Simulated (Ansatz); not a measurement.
# Zn4Se3S (Se on 75 % of the S sites, one arrangement): which shell does photoemission see at 21.2 and 150 eV? (LDA, PAW set soft_1)

The valence band of Zn4Se3S (Se on 75 % of the S sites, one arrangement) mixes several shells. Work out by hand which one leads the spectrum's area at each photon energy.

Filled states come from the projected DOS of Ansatz 0.2.0 (LDA, plane waves); cross sections σ and asymmetry parameters β are those of free atoms in a Dirac–Hartree–Slater calculation. A shell's area is states × σ × angular factor, which is 1 − β·P₂(cos θ)/2 for unpolarised light, with θ = 54.7° from the beam and P₂ = 0.001.

**At 21.2 eV** (states counted from 11.2 eV below the zero; other shells add 0.26 to the products' sum of 106):

| shell | filled states a cell | cross section (Mb an electron) | β | angular factor | product | share by hand (%) | share in the simulated spectrum (%) |
| --- | --- | --- | --- | --- | --- | --- | --- |
| Zn 3d | 79.24 | 0.394 | 0.01 | 1.00 | 31.2 | 30 | 29 |
| S 3p | 10.37 | 1.08 | 1.85 | 1.00 | 11.2 | 11 | 11 |
| Se 4p | 30.89 | 2.04 | 1.83 | 1.00 | 63 | 60 | 60 |

**At 150 eV** (states counted from 15.0 eV below the zero; other shells add 0.8 to the products' sum of 42.8):

```
shell  filled states a cell  cross section (Mb an electron)     β  angular factor  product  share by hand (%)  share in the simulated spectrum (%)
Zn 3d                 79.86                           0.509  0.83            1.00     40.6                 95                                   95
 S 3p                 10.39                          0.0706  1.59            1.00    0.733                  2                                    2
Se 4p                 30.96                          0.0213  0.98            1.00    0.659                  2                                    2
```

Se 4p leads at 21.2 eV and Zn 3d at 150 eV. Between the two energies σ of Se 4p changes by a factor 0.010 and that of Zn 3d by 1.3, so their ratio moves 124-fold in favour of the second. The simulated spectrum uses the same rule on the energy-resolved DOS, so the two share columns agree within a few points.

Only crystals where the two columns agree within 4 points and the lead is clear are worked in this form. Free-atom cross sections ignore the solid's final states, no escape depth or background enters, and the count of states a shell hangs on the projection.

[Logs are printed without paths, hosts, clocks, repeated set-up lines and the standing remarks that a program may print on its own settings, such as how far it seeks lower states.]
